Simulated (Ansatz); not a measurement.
## AgF (model cell, started as NiAs type) under biaxial strain

How do the modes of AgF (model cell, started as NiAs type) change when it is clamped to substrates of other lattice constants?

Program: Ansatz 0.2.0. Level of theory: DFT PBEsol, scalar-relativistic, plane waves, PAW. Results are calculated unless marked as measured.

The structure was built from a prototype and need not be the compound's stable phase.

### Step 1. Starting point

It takes space group P6_3/mmc (No. 194, hexagonal). Conventional cell: a = 3.402 Å, b = 3.402 Å, c = 5.443 Å, α = 90.00°, β = 90.00°, γ = 120.00°. Ag has 6 F at 2.39 Å nearest. F has 6 Ag at 2.39 Å nearest. Farther neighbours and most contacts between anions are not listed.

### Step 2. Rough relaxation

The start is far from rest, so a relaxation with loose tolerances brings it close first.

File input.yaml:

```yaml
crystal:
  lattice:
    - [3.40203, 0.0, 0.0]
    - [-1.70102, 2.94625, 0.0]
    - [0.0, 0.0, 5.44325]
  atoms:
    - { symbol: Ag, position: [0.0, 0.0, 0.0] }
    - { symbol: Ag, position: [0.0, 0.0, 0.5] }
    - { symbol: F, position: [0.333333, 0.666667, 0.25] }
    - { symbol: F, position: [0.666667, 0.333333, 0.75] }
kpoints:
  mp_grid: { grid: [6, 6, 4] }
hamiltonian:
  xc: pbesol
scf:
  occupations: { method: gaussian, width: 0.1 }
output:
  forces: true
  stress: true
  eigenvalues: true
relax:
  adjacent_minimum: "off"
  f_tol: 0.05
  max_steps: 80
  cell: { stress_tol: 0.5 }
```

Launch:

```console
$ ansatz run input.yaml --threads 8 --pin off --max-ram 14336MiB --backend cpu --events-out ev --progress --plain --runs-dir out
```

Numbers of over 12 decimals in the logs are rounded to 6 here.

What it wrote:

```text
[...]
F+E_penalty+E_count = -16643.15306559 eV   max|allowed force component| = 1.793e-17 eV/Å   (the final SCF, on the basis selected at the relaxed cell)
  cell:  # Å, volume = 54.8566 Å³
    - [3.041892, 2.581158494182807e-6, 0]
    - [-1.520948, 2.634355, 0]
    - [0, 0, 6.845591]
  atoms:
    - { symbol: Ag, position: [0, 0, 0] }
    - { symbol: Ag, position: [0, 0, 0.5] }
    - { symbol: F, position: [0.333333, 0.666667, 0.25] }
    - { symbol: F, position: [0.666667, 0.333333, 0.750000] }
[key lines of the parts left out:]
SCF converged after 5 iterations
Free energy (F): -16643.153066 eV
Fermi energy:    10.314148 eV
P = ⅓ Tr σ = 0.0919 GPa (0.919 kbar)
```

It took 30 s on 8 threads of Arm Neoverse N1, shared host; peak memory 0.39 GiB.

Step by step:

| step | energy less that of the first step (eV) | largest force component (eV/Å) | pressure (GPa) | volume (Å³) |
| --- | --- | --- | --- | --- |
| 1 | 0.0000 | 0.0000 | 8.81 | 54.56 |
| 2 | -0.1151 | 0.0000 | 0.05 | 59.04 |
| 3 | -0.1191 | 0.0000 | -0.07 | 58.97 |
| 4 | -0.1230 | 0.0000 | -0.05 | 58.68 |
| 5* | -0.1482 | 0.0000 | 0.65 | 58.68 |
| 6 | -0.1540 | 0.0000 | 0.19 | 58.68 |
| 7 | -0.1592 | 0.0000 | -0.13 | 58.36 |
| 8 | -0.1650 | 0.0000 | -0.36 | 57.49 |
| 9 | -0.1671 | 0.0000 | -0.37 | 56.26 |
| 10 | -0.1673 | 0.0000 | 0.03 | 56.88 |
| 11* | -0.1844 | 0.0000 | 0.55 | 56.88 |
| 12 | -0.1977 | 0.0000 | 0.25 | 56.52 |
| 13 | -0.2132 | 0.0000 | 0.00 | 55.70 |
| 14* | -0.2153 | 0.0000 | 0.04 | 55.70 |
| 15 | -0.2241 | 0.0000 | 0.16 | 54.86 |
| 16* | -0.2224 | 0.0000 | 0.09 | 54.86 |

Relaxation steps marked * repeat the geometry before them on a plane-wave basis chosen anew for their cell, so energy and pressure can jump there. Relaxation step 9 was tried and not accepted.

The run keeps the 24 symmetry operations that it works with, so distortions that break them were not tested.

```
     cell as run  before  after   change
           a (Å)   3.402  3.042  -10.6 %
           b (Å)   3.402  3.042  -10.6 %
           c (Å)   5.443  6.846  +25.8 %
volume (Å³/atom)   13.64  13.71   +0.5 %
```

The relaxed structure:

```xyz
4
Lattice="3.0419 0.0000 0.0000 -1.5209 2.6344 0.0000 0.0000 0.0000 6.8456" Properties=species:S:1:pos:R:3 pbc="T T T"
Ag    0.0000    0.0000    0.0000
Ag    0.0000    0.0000    3.4228
F     0.0000    1.7562    1.7114
F     1.5209    0.8781    5.1342
```

Numbers from this step:

| Item | Value |
| --- | --- |
| pressure | 0.09190 GPa |
| volume per atom | 13.71 Å³ |
| gap on the k-mesh | 0 eV |

In this step the volume went from 13.64 to 13.71 Å³/atom.

### Step 3. Relaxation

Harmonic phonons are second derivatives at a point where the forces vanish, and they are wanted at zero stress, so atoms and cell are relaxed first.

File input.yaml:

```yaml
crystal:
  lattice:
    - [3.0418923967, 2.5812e-06, 0.0]
    - [-1.5209484337, 2.6343548005, 0.0]
    - [0.0, 0.0, 6.8455910973]
  atoms:
    - { symbol: Ag, position: [0.0, 0.0, 0.0] }
    - { symbol: Ag, position: [0.0, 0.0, 0.5] }
    - { symbol: F, position: [0.3333333333, 0.6666666667, 0.25] }
    - { symbol: F, position: [0.6666666667, 0.3333333333, 0.75] }
kpoints:
  mp_grid: { grid: [15, 15, 6] }
hamiltonian:
  xc: pbesol
scf:
  occupations: { method: gaussian, width: 0.1 }
output:
  forces: true
  stress: true
  eigenvalues: true
  write_density: true
  write_potential: true
  elf: true
  volumetric_format: npy
relax:
  adjacent_minimum: "off"
  f_tol: 0.005
  max_steps: 80
  cell: { stress_tol: 0.05 }
```

What it wrote:

```text
[...]
Crystal: 4 atoms, lattice volume = 54.857 Å³
Basis set: ecut = 420 eV, 1079 PW (Γ), exchange–correlation on 48×48×96 points (8 copies of the dense FFT grid, shifted against one another)
Bands: 32, of which v1, the nominal top of the filled ones, is band 26 counted from 1 (25 counted from 0)
Symmetry: 24 space group operations
[...]
k-points: 108 of 1350
[...]
SCF iter   1: F=—  HF=-16643.182143 eV  |F-HF|=—  |Δ(HF+E_count)|=         —  Δρ=1.75e-2  dr2=1.18e-1  ethr=1.77e-3  ⟨swp⟩=5.2  Hψ=12103  notcnv=0  defer=5
[...]
SCF iter   6: F=-16643.150845 eV  HF=-16643.150845 eV  |F-HF|=3.37e-9  |Δ(HF+E_count)|=   5.94e-8  Δρ=3.88e-6  dr2=5.25e-9  ethr=1.92e-10  ⟨swp⟩=11.0  Hψ=21830  notcnv=0
SCF 1 converged in 6 iterations: F = -16643.150845 eV  dr2 = 5.25e-9
[...]
relax step   1: F+E_penalty+E_count = -16643.15084522 eV  Δ(F+E_penalty+E_count) = +0.000e0 eV  max|allowed force component| = 8.095e-18 eV/Å  Δτ_max = 0.0000 Å  P = +0.117 GPa  Ω = 54.857 Å³  (6 SCF iters, dr2 threshold 1.00e-7 eV, accepted)
Crystal: 4 atoms, lattice volume = 54.907 Å³
[...]
SCF iter   5: F=-16643.150766 eV  HF=-16643.150766 eV  |F-HF|=4.46e-9  |Δ(HF+E_count)|=   5.84e-8  Δρ=4.17e-6  dr2=7.00e-9  ethr=2.90e-10  ⟨swp⟩=7.0  Hψ=17842  notcnv=0
SCF 2 converged in 5 iterations: F = -16643.150766 eV  dr2 = 7.00e-9
relax step   2: F+E_penalty+E_count = -16643.15076639 eV  Δ(F+E_penalty+E_count) = +7.884e-5 eV  max|allowed force component| = 1.619e-17 eV/Å  Δτ_max = 0.0000 Å  P = -0.024 GPa  Ω = 54.907 Å³  energy of the carried Pulay correction = -1.412e-4 eV  (5 SCF iters, dr2 threshold 1.51e-7 eV, accepted)
[...]
SCF iter   5: F=-16643.150908 eV  HF=-16643.150908 eV  |F-HF|=1.82e-11  |Δ(HF+E_count)|=  4.37e-11  Δρ=2.35e-7  dr2=2.00e-11  ethr=1.00e-12  ⟨swp⟩=4.0  Hψ=14675  notcnv=0
SCF 3 converged in 5 iterations: F = -16643.150908 eV  dr2 = 2.00e-11
relax step   3: F+E_penalty+E_count = -16643.15090792 eV  Δ(F+E_penalty+E_count) = -1.415e-4 eV  max|allowed force component| = 1.619e-17 eV/Å  Δτ_max = 0.0000 Å  P = -0.019 GPa  Ω = 54.907 Å³  stress off target by 3.94e-2 GPa  SCF on the basis re-selected at this cell (its energy is not comparable with the rows above)  (5 SCF iters)
[...]
SCF converged after 5 iterations
Free energy (F): -16643.150908 eV
[...]
Internal energy: -16643.146744 eV  (E = F + TS)
E sigma→0 (E₀):  -16643.148826 eV
Entropy (-TS):   -0.004164 eV (-1.041 meV/atom)
Fermi energy:    10.294746 eV
[...]
--- Stress (GPa, compression-positive) ---
       -0.039428       0.000000      -0.000000
        0.000000      -0.039428      -0.000000
        0.000000      -0.000000       0.021818
  P = ⅓ Tr σ = -0.0190 GPa (-0.190 kbar)
--- Band table (eV; the first three rows and the last of 108) ---
  k-point 0: bands = [... 22 lower, 8.9978, 8.9978, 9.7329, 9.7376, 9.7376, 14.1956, 15.7679, 22.9834, ... 2 higher]
  k-point 1: bands = [... 22 lower, 9.0395, 9.0395, 9.6895, 9.6895, 9.9635, 13.5222, 16.5149, 22.1004, ... 2 higher]
  k-point 2: bands = [... 22 lower, 9.1697, 9.1697, 9.5545, 9.5545, 10.5854, 12.4716, 17.7896, 20.6566, ... 2 higher]
  k-point 107: bands = [... 22 lower, 9.1710, 9.1710, 10.2429, 10.2429, 17.9090, 17.9090, 18.0868, 18.0868, ... 2 higher]
--- Relaxed structure (2 steps of the walk, 2 accepted, 1 SCFs on fresh bases) ---
[...]
cell:  # Å, volume = 54.9071 Å³
    - [3.041082, 2.580492470282448e-6, 0]
    - [-1.520543, 2.633653, 0]
    - [0, 0, 6.855541]
  atoms:
    - { symbol: Ag, position: [0, 0, 0] }
    - { symbol: Ag, position: [0, 0, 0.500000] }
    - { symbol: F, position: [0.333333, 0.666667, 0.250000] }
    - { symbol: F, position: [0.666667, 0.333333, 0.750000] }
```

The job ended after 16 s (8 threads; peak memory 0.52 GiB).

Step by step:

```csv
step,energy less that of the first step (eV),largest force component (eV/Å),pressure (GPa),volume (Å³)
1,0.0000,0.0000,0.12,54.86
2,0.0001,0.0000,-0.02,54.91
3*,-0.0001,0.0000,-0.02,54.91
```

Relaxation steps marked * repeat the geometry before them on a plane-wave basis chosen anew for their cell, so energy and pressure can jump there.

The run keeps the 24 symmetry operations that it works with, so distortions that break them were not tested.

```
conventional cell, symmetrised  before  after  change
                         a (Å)   3.042  3.041  -0.0 %
                         b (Å)   3.042  3.041  -0.0 %
                         c (Å)   6.846  6.856  +0.1 %
              volume (Å³/atom)   13.71  13.73  +0.1 %
```

The relaxed structure:

```cif
data_structure
_symmetry_space_group_name_H-M 'P 1'
_symmetry_Int_Tables_number 1
_cell_length_a 3.0411
_cell_length_b 3.0411
_cell_length_c 6.8555
_cell_angle_alpha 90.000
_cell_angle_beta 90.000
_cell_angle_gamma 120.000
_cell_volume 54.91
loop_
_atom_site_label
_atom_site_type_symbol
_atom_site_fract_x
_atom_site_fract_y
_atom_site_fract_z
_atom_site_occupancy
Ag1 Ag 0.00000 0.00000 0.00000 1
Ag2 Ag 0.00000 0.00000 0.50000 1
F3 F 0.33333 0.66667 0.25000 1
F4 F 0.66667 0.33333 0.75000 1
```

This step gave:

```yaml
pressure: -0.01901 GPa
volume_per_atom: 13.73 Å³
```

ELF in the ac plane at fractional y = 0.000, with atoms of Ag within 0.2 Å of it. It is the smooth field of the valence electrons, not physical close to the nuclei.

Values, 24 rows by 16 columns, each cell a mean:
```
0.77 0.73 0.64 0.55 0.43 0.28 0.17 0.10 0.08 0.10 0.17 0.28 0.43 0.55 0.64 0.73
0.61 0.59 0.54 0.46 0.33 0.20 0.12 0.08 0.07 0.08 0.12 0.20 0.33 0.46 0.54 0.59
0.39 0.37 0.33 0.25 0.15 0.09 0.07 0.08 0.09 0.08 0.07 0.09 0.15 0.25 0.33 0.37
0.18 0.17 0.14 0.10 0.07 0.08 0.13 0.21 0.24 0.21 0.13 0.08 0.07 0.10 0.14 0.17
0.06 0.06 0.05 0.06 0.09 0.19 0.34 0.46 0.51 0.46 0.34 0.19 0.09 0.06 0.05 0.06
0.03 0.04 0.04 0.06 0.13 0.29 0.48 0.58 0.62 0.59 0.48 0.30 0.13 0.06 0.04 0.04
0.05 0.05 0.05 0.06 0.10 0.23 0.40 0.52 0.56 0.52 0.40 0.23 0.10 0.06 0.05 0.05
0.13 0.12 0.10 0.07 0.07 0.10 0.18 0.29 0.33 0.29 0.18 0.10 0.07 0.07 0.10 0.12
0.32 0.30 0.26 0.19 0.12 0.08 0.08 0.11 0.12 0.11 0.08 0.08 0.11 0.19 0.26 0.30
0.55 0.54 0.49 0.40 0.28 0.16 0.10 0.07 0.07 0.07 0.10 0.16 0.28 0.40 0.49 0.54
0.72 0.69 0.62 0.53 0.40 0.26 0.15 0.09 0.08 0.09 0.15 0.26 0.40 0.53 0.62 0.69
0.85 0.80 0.68 0.57 0.46 0.31 0.18 0.11 0.08 0.11 0.19 0.31 0.46 0.57 0.68 0.80
0.79 0.74 0.65 0.55 0.44 0.29 0.17 0.10 0.08 0.10 0.17 0.29 0.44 0.55 0.65 0.74
0.60 0.58 0.53 0.44 0.32 0.19 0.11 0.08 0.07 0.08 0.11 0.19 0.32 0.44 0.53 0.58
0.40 0.39 0.34 0.26 0.16 0.10 0.07 0.08 0.09 0.08 0.07 0.10 0.16 0.26 0.34 0.39
0.17 0.16 0.13 0.09 0.07 0.08 0.14 0.22 0.26 0.22 0.14 0.08 0.07 0.09 0.13 0.16
0.06 0.06 0.05 0.05 0.09 0.18 0.34 0.46 0.50 0.46 0.34 0.18 0.09 0.05 0.05 0.06
0.03 0.04 0.04 0.06 0.13 0.29 0.47 0.58 0.62 0.58 0.47 0.29 0.13 0.06 0.04 0.04
0.05 0.05 0.05 0.06 0.10 0.23 0.40 0.52 0.56 0.52 0.40 0.23 0.10 0.05 0.05 0.05
0.13 0.12 0.10 0.07 0.07 0.10 0.19 0.29 0.34 0.29 0.19 0.10 0.07 0.07 0.10 0.12
0.33 0.31 0.27 0.19 0.12 0.08 0.08 0.10 0.12 0.10 0.08 0.08 0.12 0.19 0.27 0.31
0.54 0.52 0.48 0.39 0.27 0.15 0.09 0.07 0.07 0.07 0.09 0.15 0.27 0.39 0.48 0.52
0.73 0.70 0.62 0.53 0.41 0.27 0.16 0.10 0.08 0.10 0.16 0.27 0.41 0.53 0.62 0.70
0.85 0.80 0.68 0.57 0.46 0.31 0.18 0.11 0.08 0.11 0.18 0.31 0.46 0.57 0.68 0.80
```
Columns run along a (3.0 Å), rows up along c (6.9 Å). Atoms in or near the plane, at fractional coordinates: Ag at (0.00, 0.00), Ag at (0.00, 0.50).

Valence density in the ac plane at fractional y = 0.000, with atoms of Ag within 0.2 Å of it. It is the smooth field of the valence electrons, not physical close to the nuclei.

Values in e/Å³, 24 rows by 16 columns, each cell a mean:
```
16 15 10  5  2  1  0  0  0  0  0  1  2  5 10 15
 8  7  5  3  1  0  0  0  0  0  0  0  1  3  5  7
 2  2  1  1  0  0  0  0  0  0  0  0  0  1  1  2
 0  0  0  0  0  0  0  0  0  0  0  0  0  0  0  0
 0  0  0  0  0  0  0  0  0  0  0  0  0  0  0  0
 0  0  0  0  0  0  0  0  0  0  0  0  0  0  0  0
 0  0  0  0  0  0  0  0  0  0  0  0  0  0  0  0
 0  0  0  0  0  0  0  0  0  0  0  0  0  0  0  0
 1  1  1  0  0  0  0  0  0  0  0  0  0  0  1  1
 6  5  3  2  1  0  0  0  0  0  0  0  1  2  3  5
14 12  8  4  2  1  0  0  0  0  0  1  2  4  8 12
20 18 12  6  2  1  0  0  0  0  0  1  2  6 12 18
17 15 10  5  2  1  0  0  0  0  0  1  2  5 10 15
 8  7  5  2  1  0  0  0  0  0  0  0  1  2  5  7
 2  2  1  1  0  0  0  0  0  0  0  0  0  1  1  2
 0  0  0  0  0  0  0  0  0  0  0  0  0  0  0  0
 0  0  0  0  0  0  0  0  0  0  0  0  0  0  0  0
 0  0  0  0  0  0  0  0  0  0  0  0  0  0  0  0
 0  0  0  0  0  0  0  0  0  0  0  0  0  0  0  0
 0  0  0  0  0  0  0  0  0  0  0  0  0  0  0  0
 1  1  1  0  0  0  0  0  0  0  0  0  0  0  1  1
 5  5  3  2  1  0  0  0  0  0  0  0  1  2  3  5
15 13  9  4  2  1  0  0  0  0  0  1  2  4  9 13
20 18 12  6  2  1  0  0  0  0  0  1  2  6 12 18
```
Columns run along a (3.0 Å), rows up along c (6.9 Å). Atoms in or near the plane, at fractional coordinates: Ag at (0.00, 0.00), Ag at (0.00, 0.50).

Electrostatic potential energy in the ac plane at fractional y = 0.000, with atoms of Ag within 0.2 Å of it. With pseudopotentials it is smooth inside the atoms' cores, unlike the true potential.

Values in eV, 24 rows by 16 columns, each cell a mean:
```
-28 -28 -25 -18  -9   2  10  12  13  12  10   2  -9 -18 -25 -28
-23 -21 -18 -11  -2   7  11  13  14  13  11   7  -2 -11 -18 -21
 -8  -7  -3   2   8  12  13  14  15  14  13  12   8   2  -3  -7
  6   7   9  11  13  14  15  15  15  15  15  14  13  11   9   7
 13  13  14  14  15  15  15  15  15  15  15  15  15  14  14  13
 14  15  15  15  16  16  15  15  16  16  16  15  16  15  15  15
 14  14  14  15  15  15  15  15  15  15  15  15  15  15  14  14
 10  10  11  12  14  15  15  15  15  15  15  15  14  12  11  10
 -3  -2   1   6  10  13  14  15  15  15  14  13  10   6   1  -2
-19 -18 -14  -8   1   9  12  14  14  14  12   9   1  -8 -14 -18
-27 -27 -23 -16  -7   3  10  12  13  12  10   3  -7 -16 -23 -27
-29 -29 -27 -21 -12   0   9  12  13  12   9   0 -12 -21 -27 -29
-29 -28 -25 -19 -10   1  10  12  13  12  10   1 -10 -19 -25 -28
-22 -21 -17 -10  -1   7  12  13  14  13  12   7  -1 -10 -17 -21
 -9  -8  -4   2   8  12  13  14  15  14  13  12   8   2  -4  -8
  7   8   9  11  13  14  15  15  15  15  15  14  13  11   9   8
 13  13  14  14  15  15  15  15  15  15  15  15  15  14  14  13
 14  15  15  15  16  15  15  16  16  15  15  16  15  15  15  15
 14  14  14  15  15  15  15  15  15  15  15  15  15  15  14  14
 10  10  11  13  14  15  15  15  15  15  15  15  14  13  11  10
 -4  -3   1   6  10  12  14  15  15  15  14  12  10   6   1  -3
-18 -17 -13  -7   2   9  12  14  14  14  12   9   2  -7 -13 -17
-28 -27 -23 -17  -8   3  10  12  13  12  10   3  -8 -17 -23 -27
-29 -29 -27 -20 -12   0   9  12  13  12   9   0 -12 -20 -27 -29
```
Columns run along a (3.0 Å; values clipped at the 3rd and 97th percentile), rows up along c (6.9 Å). Atoms in or near the plane, at fractional coordinates: Ag at (0.00, 0.00), Ag at (0.00, 0.50).

In this step the volume went from 13.71 to 13.73 Å³/atom.

### Step 4. Relaxing to small forces for the phonons

Phonons need a cell at rest on their own settings, so the relaxation is repeated with tight tolerances on forces and stress on the k mesh and occupations of the first response run.

File input.yaml:

```yaml
crystal:
  lattice:
    - [3.0410822397, 2.5805e-06, 0.0]
    - [-1.5205433546, 2.6336531843, 0.0]
    - [0.0, 0.0, 6.8555414301]
  atoms:
    - { symbol: Ag, position: [0.0, 0.0, 0.0] }
    - { symbol: Ag, position: [0.0, 0.0, 0.5] }
    - { symbol: F, position: [0.3333333333, 0.6666666667, 0.25] }
    - { symbol: F, position: [0.6666666667, 0.3333333333, 0.75] }
kpoints:
  mp_grid: { grid: [15, 15, 6] }
hamiltonian:
  xc: pbesol
scf:
  occupations: { method: methfessel_paxton, width: 0.15 }
output:
  forces: true
  stress: true
  eigenvalues: true
relax:
  adjacent_minimum: "off"
  f_tol: 0.001
  max_steps: 60
  cell: { stress_tol: 0.01 }
```

What it wrote:

```text
[...]
Crystal: 4 atoms, lattice volume = 54.907 Å³
Basis set: ecut = 420 eV, 1079 PW (Γ), exchange–correlation on 48×48×96 points (8 copies of the dense FFT grid, shifted against one another)
Bands: 32, of which v1, the nominal top of the filled ones, is band 26 counted from 1 (25 counted from 0)
Symmetry: 24 space group operations
[...]
k-points: 108 of 1350
[...]
--- Relaxed structure (4 steps of the walk, 4 accepted, 2 SCFs on fresh bases) ---
[...]
cell:  # Å, volume = 54.8444 Å³
    - [3.037394, 2.5773541433149144e-6, 0.0]
    - [-1.518699, 2.630459, 0.0]
    - [0.0, 0.0, 6.864353]
  atoms:
    - { symbol: Ag, position: [0, 0, 0] }
    - { symbol: Ag, position: [0, 0, 0.5] }
    - { symbol: F, position: [0.333333, 0.666667, 0.25] }
    - { symbol: F, position: [0.666667, 0.333333, 0.75] }
[key lines of the parts left out:]
SCF converged after 6 iterations
Free energy (F): -16643.146982 eV
Fermi energy:    10.283809 eV
P = ⅓ Tr σ = -0.0010 GPa (-0.010 kbar)
```

Wall time 33 s (8 threads); peak memory 0.52 GiB; 1.7 min of CPU time.

The steps of the relaxation:

```
step  energy less that of the first step (eV)  largest force component (eV/Å)  pressure (GPa)  volume (Å³)
   1                                   0.0000                          0.0000           -0.03        54.91
   2                                  -0.0001                          0.0000            0.00        54.87
   3                                  -0.0002                          0.0000            0.00        54.86
  4*                                   0.0000                          0.0000           -0.01        54.86
   5                                  -0.0001                          0.0000            0.00        54.84
  6*                                   0.0000                          0.0000            0.00        54.84
```

Relaxation steps marked * repeat the geometry before them on a plane-wave basis chosen anew for their cell, so energy and pressure can jump there.

Forces are held to the 24 operations that the run works with; a distortion that breaks them can't arise in this run.

```
conventional cell, symmetrised  before  after  change
                         a (Å)   3.041  3.037  -0.1 %
                         b (Å)   3.041  3.037  -0.1 %
                         c (Å)   6.856  6.864  +0.1 %
              volume (Å³/atom)   13.73  13.71  -0.1 %
```

This step gave:

```
pressure        : -9.60e-4 GPa
volume per atom : 13.71 Å³
```

The forces vanish by symmetry and the pressure is -0.001 GPa, within the tolerances set. The cell now holds 13.71 Å³/atom.

[end of part 1 of 3]

[Logs are printed without paths, hosts, clocks, repeated set-up lines and the standing remarks that a program may print on its own settings, such as how far it seeks lower states.]

[Hosts, paths, dates, database ids (printed as entryN), source tags and the programs' standing remarks are cut or masked in the printed files.]
